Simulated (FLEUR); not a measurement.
### MnF2: parallel and opposed starts

It takes space group P4_2/mnm (No. 136, tetragonal). Conventional cell: a = 4.874 Å, b = 4.874 Å, c = 3.311 Å, α = 90.00°, β = 90.00°, γ = 90.00°. Nearest to Mn lie 6 F at 2.10 to 2.13 Å. F has 3 Mn at 2.10 to 2.13 Å nearest. Farther neighbours and most contacts between anions are not listed.

```yaml
method: PBEsol with U = 4 eV on Mn d; all-electron FLAPW, Dirac cores, scalar-relativistic bands
program: FLEUR MaX-R8.1
settings_of_one_run: kmax 4.29 1/bohr, gmax 12.9 1/bohr, muffin tin radii Mn: 2.48, F: 1.4 bohr, lmax Mn: [10, 8], F: [6, 4], hist occupations, smearing width 0.05 eV, mixer Anderson, mixing 0.05, max iterations 130, stop 0.0001 me/bohr³, collinear spin, 6×6×6 k-mesh, double counting FLL, mesh matched on, starting moments 4.5 -4.5 0 0 0 0 μB
cost: 2 runs, 86 s in all on 4 MPI ranks of AMD EPYC 9R45 (Zen 5), shared host (the runs of this entry)
notes: Only 2 starts were tried; other patterns of signs, canted and longer-period orders were not.
lowest_state_found: antiferromagnetic (initial antiferro +-)
largest_site_spin_moment: 4.72 μB
next_finished_state: ferromagnetic, 18.2 meV a seeded atom higher
```

The lowest state found is antiferromagnetic, reached from the start antiferro +-, with moments up to 4.72 μB. The next finished state costs 18 meV a seeded atom.

[Logs and program files are shortened in this print: banners, set-up blocks, solver, clock and traceback lines can be left out without a mark of their own.]

[Logs are printed without paths, hosts, clocks, repeated set-up lines and the standing remarks that a program may print on its own settings, such as how far it seeks lower states.]

[Hosts, paths, dates, database ids (printed as entryN), source tags and the programs' standing remarks are cut or masked in the printed files.]

[Where a cell is said to come from a database of computed structures, the database is the Materials Project.]
